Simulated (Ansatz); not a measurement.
# ZrCdS3 (model cell, started as cubic perovskite with Zr in the octahedra): following an unstable mode, part 2 of 3

Aim: this structure of ZrCdS3 (model cell, started as cubic perovskite with Zr in the octahedra) is to be tested for unstable modes, and one is followed downhill.

Ansatz 0.2.0; DFT PBEsol, scalar-relativistic, plane waves, PAW; PAW set soft_1.

So far, highest frequency on path, mesh or solved points (cm⁻¹): step 2 (the dispersion) 467. Also lowest frequency on the path (cm⁻¹): step 2 -184.

The structure was built from a prototype and need not be the compound's stable phase.

## Step 4: The mode frozen in, largest atomic shift 0.6 Å

The atoms are moved along the unstable eigenvector, the largest shift by 0.6 Å, with the cell fixed.

Input file input.yaml:

```yaml
crystal:
  lattice:
    - [4.9204475525, 4.9204475525, 0.0]
    - [4.9204475525, 0.0, 4.9204475525]
    - [4.9204475525, 0.0, -4.9204475525]
  atoms:
    - { symbol: Cd, position: [0.0, 0.5, 0.5] }
    - { symbol: Cd, position: [0.0, 0.0, 0.0] }
    - { symbol: Zr, position: [0.5, 0.25, 0.75] }
    - { symbol: Zr, position: [0.5, 0.75, 0.25] }
    - { symbol: S, position: [0.5, -0.0609700636, 0.9390299364] }
    - { symbol: S, position: [0.5, 0.5609700636, 0.5609700636] }
    - { symbol: S, position: [0.0, 0.0, 0.5] }
    - { symbol: S, position: [0.0, 0.5, 0.0] }
    - { symbol: S, position: [0.5, 0.0609700636, 0.4390299364] }
    - { symbol: S, position: [0.5, 0.4390299364, 0.0609700636] }
kpoints:
  mp_grid: { grid: [8, 8, 8] }
hamiltonian:
  xc: pbesol
  pseudopotentials: { kind: paw, azcp: { folder: soft_1 }, xc_functional: pbe }
scf:
  occupations: { method: methfessel_paxton, width: 0.2 }
output:
  forces: true
  stress: true
  eigenvalues: true
```

Started as:

```
> ansatz run input.yaml --threads 8 --pin off --max-ram 16384MiB --backend cpu --events-out ev --progress --plain --runs-dir out
```

Output:

```text
[...]
Crystal: 10 atoms, lattice volume = 238.256 Å³
Basis set: ecut = 420 eV, 4645 PW (Γ), exchange–correlation on 96×96×96 points (8 copies of the dense FFT grid, shifted against one another)
Bands: 60, of which v1, the nominal top of the filled ones, is band 50 counted from 1 (49 counted from 0)
Symmetry: 16 space group operations
[...]
k-points: 59 of 512
[...]
k-point 0: bands = [... 46 lower, 6.8049, 6.8049, 7.0852, 7.0852, 7.3116, 7.7407, 8.1876, 8.1876, ... 5 higher]
  k-point 1: bands = [... 46 lower, 6.5227, 6.6713, 7.0504, 7.1113, 7.5181, 7.6661, 8.3318, 8.4019, ... 5 higher]
  k-point 2: bands = [... 46 lower, 6.3418, 6.4991, 6.9320, 7.0241, 7.5997, 7.6264, 8.7710, 8.7919, ... 5 higher]
  k-point 58: bands = [... 46 lower, 5.5244, 5.9888, 6.7490, 6.7490, 7.5377, 8.2293, 8.9619, 9.5329, ... 5 higher]
[key lines of the parts left out:]
SCF converged after 9 iterations
Free energy (F): -29942.643822 eV
Fermi energy:    7.295380 eV
P = ⅓ Tr σ = -3.4769 GPa (-34.769 kbar)
```

It took 5.1 s on 8 threads of AMD EPYC 7B13 (Zen 3), shared host; peak memory 1.3 GiB.

This step gave:

| Quantity | Value |
| --- | --- |
| pressure | -3.477 GPa |
| gap on the k-mesh | 0.1618 eV |
| energy from the undistorted cell | -191.5 meV/atom |

The energy, extrapolated to zero smearing, is -191.51 meV/atom against the undistorted cell.

The run ends at a pressure of -3.48 GPa, with forces up to 1.1 eV/Å.

## Step 5: Energy along the mode, all amplitudes (two of the runs are shown above)

An imaginary frequency means negative curvature, so the energy should fall and then rise again as anharmonic terms take over.

This step gave:

```yaml
depth_at_the_lowest_point_sampled: 191.5 meV/atom
largest_atomic_shift_at_that_point: 0.6 Å
```

Energy from the parent against largest atomic shift:

```csv
largest atomic shift (Å),energy from the parent (meV/atom)
0.000,0
0.040,-1.25
0.080,-4.98
0.140,-15.0
0.220,-35.2
0.320,-68.7
0.450,-123
0.600,-192
```

Displacement at unit largest shift by atom:

| atom | x (Å) | y (Å) | z (Å) | size |
| --- | --- | --- | --- | --- |
| Cd1 | 0.00 | 0.00 | 0.00 | 0.00 |
| Cd2 | 0.00 | 0.00 | 0.00 | 0.00 |
| Zr3 | 0.00 | 0.00 | 0.00 | 0.00 |
| Zr4 | 0.00 | 0.00 | 0.00 | 0.00 |
| S5 | -1.00 | 0.00 | 0.00 | 1.00 |
| S6 | 1.00 | 0.00 | 0.00 | 1.00 |
| S7 | 0.00 | 0.00 | 0.00 | 0.00 |
| S8 | 0.00 | 0.00 | 0.00 | 0.00 |
| S9 | 0.00 | 0.00 | 1.00 | 1.00 |
| S10 | 0.00 | 0.00 | -1.00 | 1.00 |

The energy still falls at the last step, so the rise lies beyond the steps tried.

## Step 6: Relaxing from the distorted cell

Starting from the lowest point found, all atoms and the cell are let go, so that strain and other modes of the same symmetry can join in.

Changes to input.yaml since step 4:

```diff
@@ -27 +27,6 @@
   eigenvalues: true
+relax:
+  adjacent_minimum: "off"
+  f_tol: 0.002
+  max_steps: 120
+  cell: { stress_tol: 0.03 }
```

Output:

```text
[...]
Crystal: 10 atoms, lattice volume = 238.256 Å³
Basis set: ecut = 420 eV, 4645 PW (Γ), exchange–correlation on 96×96×96 points (8 copies of the dense FFT grid, shifted against one another)
Bands: 60, of which v1, the nominal top of the filled ones, is band 50 counted from 1 (49 counted from 0)
Symmetry: 16 space group operations
[...]
k-points: 59 of 512
[...]
SCF iter   1: F=—  HF=-29944.431976 eV  |F-HF|=—  |Δ(HF+E_count)|=         —  Δρ=3.70e-2  dr2=6.44e0  ethr=3.10e-3  ⟨swp⟩=6.3  Hψ=13779  notcnv=0
[...]
SCF iter   9: F=-29942.643822 eV  HF=-29942.643822 eV  |F-HF|=3.17e-10  |Δ(HF+E_count)|=   8.03e-8  S|Δr|=    0.00e0  Δρ=1.60e-6  dr2=8.11e-9  ethr=1.00e-10  ⟨swp⟩=13.6  Hψ=15775  notcnv=0
SCF 1 converged in 9 iterations: F = -29942.643822 eV  dr2 = 8.11e-9
[...]
relax step   1: F+E_penalty+E_count = -29942.64382226 eV  Δ(F+E_penalty+E_count) = +0.000e0 eV  max|allowed force component| = 1.070e0 eV/Å  Δτ_max = 0.0000 Å  P = -3.477 GPa  Ω = 238.256 Å³  (9 SCF iters, dr2 threshold 1.00e-7 eV, accepted)
Crystal: 10 atoms, lattice volume = 226.583 Å³
Basis set: ecut = 420 eV, 4477 PW (Γ), exchange–correlation on 96×96×96 points (8 copies of the dense FFT grid, shifted against one another)
[...]
SCF iter   7: F=-29943.504522 eV  HF=-29943.504522 eV  |F-HF|=3.65e-7  |Δ(HF+E_count)|=   1.05e-6  S|Δr|=    0.00e0  Δρ=1.66e-5  dr2=6.29e-7  ethr=1.00e-9  ⟨swp⟩=7.6  Hψ=16364  notcnv=0
SCF 2 converged in 7 iterations: F = -29943.504522 eV  dr2 = 6.29e-7
relax step   2: F+E_penalty+E_count = -29943.50452198 eV  Δ(F+E_penalty+E_count) = -8.607e-1 eV  max|allowed force component| = 5.429e-1 eV/Å  Δτ_max = 0.1968 Å  P = -1.446 GPa  Ω = 226.583 Å³  energy of the carried Pulay correction = +1.172e-3 eV  (7 SCF iters, dr2 threshold 1.00e-6 eV, accepted)
Crystal: 10 atoms, lattice volume = 220.233 Å³
Basis set: ecut = 420 eV, 4283 PW (Γ), exchange–correlation on 96×96×96 points (8 copies of the dense FFT grid, shifted against one another)
[...]
SCF iter   7: F=-29943.494129 eV  HF=-29943.494129 eV  |F-HF|=6.68e-9  |Δ(HF+E_count)|=   5.11e-7  S|Δr|=    0.00e0  Δρ=1.00e-5  dr2=3.30e-7  ethr=1.00e-9  ⟨swp⟩=5.5  Hψ=17029  notcnv=0
SCF 3 converged in 7 iterations: F = -29943.494129 eV  dr2 = 3.30e-7
relax step   3: F+E_penalty+E_count = -29943.49412858 eV  Δ(F+E_penalty+E_count) = +1.039e-2 eV  max|allowed force component| = 8.077e-1 eV/Å  Δτ_max = 0.1950 Å  P = +0.044 GPa  Ω = 220.233 Å³  energy of the carried Pulay correction = +1.835e-3 eV  (7 SCF iters, dr2 threshold 1.00e-6 eV, rejected (line search))
[...]
relax step   4: F+E_penalty+E_count = -29943.63697930 eV  Δ(F+E_penalty+E_count) = -1.325e-1 eV  max|allowed force component| = 1.650e-1 eV/Å  Δτ_max = 0.0771 Å  P = +0.733 GPa  Ω = 219.583 Å³  energy of the carried Pulay correction = +1.904e-3 eV  (11 SCF iters, accepted)
[...]
relax step   5: F+E_penalty+E_count = -29943.64590571 eV  Δ(F+E_penalty+E_count) = -8.926e-3 eV  max|allowed force component| = 4.808e-2 eV/Å  Δτ_max = 0.0268 Å  P = -0.220 GPa  Ω = 221.395 Å³  energy of the carried Pulay correction = +1.712e-3 eV  (5 SCF iters, dr2 threshold 1.00e-6 eV, accepted)
[...]
relax step   6: F+E_penalty+E_count = -29943.64693428 eV  Δ(F+E_penalty+E_count) = -1.029e-3 eV  max|allowed force component| = 6.572e-4 eV/Å  Δτ_max = 0.0060 Å  P = +0.004 GPa  Ω = 220.989 Å³  energy of the carried Pulay correction = +1.755e-3 eV  (4 SCF iters, dr2 threshold 3.41e-7 eV, accepted)
[...]
SCF iter   7: F=-29943.645214 eV  HF=-29943.645214 eV  |F-HF|=1.09e-11  |Δ(HF+E_count)|=  3.27e-11  S|Δr|=    0.00e0  Δρ=3.74e-8  dr2=2.59e-12  ethr=1.00e-12  ⟨swp⟩=6.0  Hψ=13693  notcnv=0
SCF 7 converged in 7 iterations: F = -29943.645214 eV  dr2 = 2.59e-12
relax step   7: F+E_penalty+E_count = -29943.64521448 eV  Δ(F+E_penalty+E_count) = +1.720e-3 eV  max|allowed force component| = 6.159e-4 eV/Å  Δτ_max = 0.0000 Å  P = +0.003 GPa  Ω = 220.989 Å³  stress off target by 1.94e-2 GPa  SCF on the basis re-selected at this cell (its energy is not comparable with the rows above)  (7 SCF iters)
basis re-selected at this cell: Δ(F+E_penalty+E_count) = +1.720e-3 eV, ΔP = -0.000 GPa vs the last step (what re-selecting the basis moved, of the pressure what is left beyond the Pulay correction that the steps carried, after the strain that the cell walked since its last selection, with what the two solves' SCF thresholds leave and, on support functions, any second-order correction that the steps lacked; it is no m [...]
SCF converged after 7 iterations
[...]
Free energy (F): -29943.645214 eV
[...]
Internal energy: -29943.651800 eV  (E = F + TS)
E sigma→0 (E₀):  -29943.646861 eV
Entropy (-TS):   0.006586 eV (0.659 meV/atom)
Fermi energy:    8.269912 eV
[...]
--- Forces (eV/Å), atoms counted from 1 ---
  atom   1  Cd     0.00000000     0.00000000     0.00000000
  atom   2  Cd    -0.00000000    -0.00000000     0.00000000
  atom   3  Zr    -0.00000000    -0.00000000     0.00000000
  atom   4  Zr    -0.00000000     0.00000000     0.00000000
  atom   5  S      0.00061586     0.00000000     0.00000000
  atom   6  S     -0.00061586    -0.00000000     0.00000000
  atom   7  S     -0.00000000    -0.00000000     0.00000000
  atom   8  S      0.00000000     0.00000000    -0.00000000
  atom   9  S      0.00000000    -0.00000000    -0.00061586
  atom  10  S     -0.00000000     0.00000000     0.00061586
  max |Σ_I F_I| component: 1.39e-17 eV/Å
--- Stress (GPa, compression-positive) ---
        0.014861      -0.000000      -0.000000
       -0.000000      -0.019351       0.000000
       -0.000000       0.000000       0.014861
  P = ⅓ Tr σ = 0.0035 GPa (0.035 kbar)
--- Band table (eV; the first three rows and the last of 59) ---
  k-point 0: bands = [... 46 lower, 7.8697, 7.8697, 8.1966, 8.2368, 8.2368, 9.3035, 9.3035, 9.5800, ... 6 higher]
  k-point 1: bands = [... 46 lower, 7.8664, 7.8925, 7.9359, 8.1042, 8.5293, 9.2797, 9.4134, 9.7835, ... 6 higher]
  k-point 2: bands = [... 46 lower, 7.4401, 7.7489, 7.8877, 7.8970, 8.7591, 9.2681, 9.9218, 10.1393, ... 6 higher]
  k-point 58: bands = [... 46 lower, 6.4777, 6.4777, 8.2165, 8.2165, 8.7237, 9.5702, 10.0598, 10.3594, ... 6 higher]
--- Relaxed structure (6 steps of the walk, 5 accepted, 1 SCFs on fresh bases) ---
  F+E_penalty+E_count = -29943.64521448 eV   max|allowed force component| = 6.159e-4 eV/Å   (the final SCF, on the basis selected at the relaxed cell)
  cell:  # Å, volume = 220.9894 Å³
    - [4.804994, 4.785813, 0.0]
    - [4.804994, 0, 4.804994]
    - [4.804994, 0, -4.804994]
  atoms:
    - { symbol: Cd, position: [0, 0.5, 0.5] }
    - { symbol: Cd, position: [0, 5.640864e-19, 0] }
    - { symbol: Zr, position: [0.500000, 0.250000, 0.75] }
    - { symbol: Zr, position: [0.500000, 0.75, 0.250000] }
    - { symbol: S, position: [0.500000, -0.090919, 0.909081] }
    - { symbol: S, position: [0.500000, 0.590919, 0.590919] }
    - { symbol: S, position: [0, 0.0, 0.5] }
    - { symbol: S, position: [0, 0.5, 0.0] }
    - { symbol: S, position: [0.500000, 0.090919, 0.409081] }
    - { symbol: S, position: [0.500000, 0.409081, 0.090919] }
```

Run time: 38 s. Hardware: 8 threads; peak memory 1.4 GiB.

Step by step:

| step | energy less that of the first step (eV) | largest force component (eV/Å) | pressure (GPa) | volume (Å³) |
| --- | --- | --- | --- | --- |
| 1 | 0.0000 | 1.0699 | -3.48 | 238.26 |
| 2 | -0.8607 | 0.5429 | -1.45 | 226.58 |
| 3 | -0.8503 | 0.8077 | 0.04 | 220.23 |
| 4 | -0.9932 | 0.1650 | 0.73 | 219.58 |
| 5 | -1.0021 | 0.0481 | -0.22 | 221.39 |
| 6 | -1.0031 | 0.0007 | 0.00 | 220.99 |
| 7* | -1.0014 | 0.0006 | 0.00 | 220.99 |

Relaxation steps marked * repeat the geometry before them on a plane-wave basis chosen anew for their cell, so energy and pressure can jump there. Relaxation step 3 was tried and not accepted.

Forces are held to the 16 operations that the program found; a distortion that breaks them can't arise in this run.

```
conventional cell, symmetrised  before  after  change
                         a (Å)   6.959  6.795  -2.3 %
                         b (Å)   6.959  6.795  -2.3 %
                         c (Å)   9.841  9.572  -2.7 %
              volume (Å³/atom)   23.83  22.10  -7.2 %
```

The atoms that moved most (Å, as changes of fractional coordinates times the final cell):

| atom | dx | dy | dz | length |
| --- | --- | --- | --- | --- |
| S6 | 0.288 | 0.000 | 0.000 | 0.288 |
| S5 | -0.288 | 0.000 | 0.000 | 0.288 |
| S10 | 0.000 | 0.000 | -0.288 | 0.288 |
| S9 | 0.000 | 0.000 | 0.288 | 0.288 |

Read from the output:

```
pressure          : 0.003457 GPa
volume per atom   : 22.10 Å³
gap on the k-mesh : 0 eV
```

The distorted start has space group I4/mcm; the relaxation ends in I4/mcm.

## Step 7: The new phase in its own primitive cell

The relaxed structure is symmetrised, reduced to its primitive cell and relaxed tightly, as its phonons need.

input.yaml, the sections that differ from step 6:

```yaml
crystal:
  lattice:
    - [-3.3976441732, 3.3976441732, 4.7858132823]
    - [3.3976441732, -3.3976441732, 4.7858132823]
    - [3.3976441732, 3.3976441732, -4.7858132823]
  atoms:
    - { symbol: Cd, position: [0.25, 0.75, 0.5] }
    - { symbol: Cd, position: [0.75, 0.25, 0.5] }
    - { symbol: Zr, position: [0.5, 0.5, 0.0] }
    - { symbol: Zr, position: [0.0, 0.0, 0.0] }
    - { symbol: S, position: [0.6590808942, 0.8409191058, 0.5] }
    - { symbol: S, position: [0.3409191058, 0.1590808942, 0.5] }
    - { symbol: S, position: [0.25, 0.25, 0.0] }
    - { symbol: S, position: [0.75, 0.75, 0.0] }
    - { symbol: S, position: [0.1590808942, 0.6590808942, 0.8181617885] }
    - { symbol: S, position: [0.8409191058, 0.3409191058, 0.1818382115] }
relax:
  adjacent_minimum: "off"
  f_tol: 0.001
  max_steps: 60
  cell: { stress_tol: 0.01 }
# kpoints, hamiltonian, scf, output: as in step 6
```

Output:

```text
[...]
Crystal: 10 atoms, lattice volume = 220.989 Å³
Basis set: ecut = 420 eV, 4283 PW (Γ), exchange–correlation on 96×96×96 points (8 copies of the dense FFT grid, shifted against one another)
Bands: 60, of which v1, the nominal top of the filled ones, is band 50 counted from 1 (49 counted from 0)
Symmetry: 16 space group operations
[...]
k-points: 59 of 512
[...]
- { symbol: Cd, position: [0.75, 0.25, 0.5] }
    - { symbol: Zr, position: [0.5, 0.5, 0] }
    - { symbol: Zr, position: [0, 0, 0] }
    - { symbol: S, position: [0.659101, 0.840899, 0.5] }
    - { symbol: S, position: [0.340899, 0.159101, 0.5] }
    - { symbol: S, position: [0.25, 0.25, 0] }
    - { symbol: S, position: [0.75, 0.75, 0] }
    - { symbol: S, position: [0.159101, 0.659101, 0.818202] }
    - { symbol: S, position: [0.840899, 0.340899, 0.181798] }
[key lines of the parts left out:]
SCF converged after 6 iterations
Free energy (F): -29943.645220 eV
Fermi energy:    8.265220 eV
P = ⅓ Tr σ = -0.0036 GPa (-0.036 kbar)
```

It took 18 s on 8 threads; peak memory 1.3 GiB.

Little changed from the start: no atom moved by 0.005 Å and no cell edge by 0.1 %.

This step gave:

```
pressure : -0.003595 GPa
```

The largest force component left is 1.1e-4 meV/Å and the pressure is -0.004 GPa, within the tolerances set. The cell now holds 22.10 Å³/atom.

(Continued in part 3 of 3.)

[Long decimals in the printed logs are rounded to 6 places.]

[Logs are printed without paths, hosts, clocks, repeated set-up lines and the standing remarks that a program may print on its own settings, such as how far it seeks lower states.]

[Hosts, paths, dates, database ids (printed as entryN), source tags and the programs' standing remarks are cut or masked in the printed files.]

[Where the starting crystal was built by hand or by swapping elements, it need not be the compound's stable phase.]
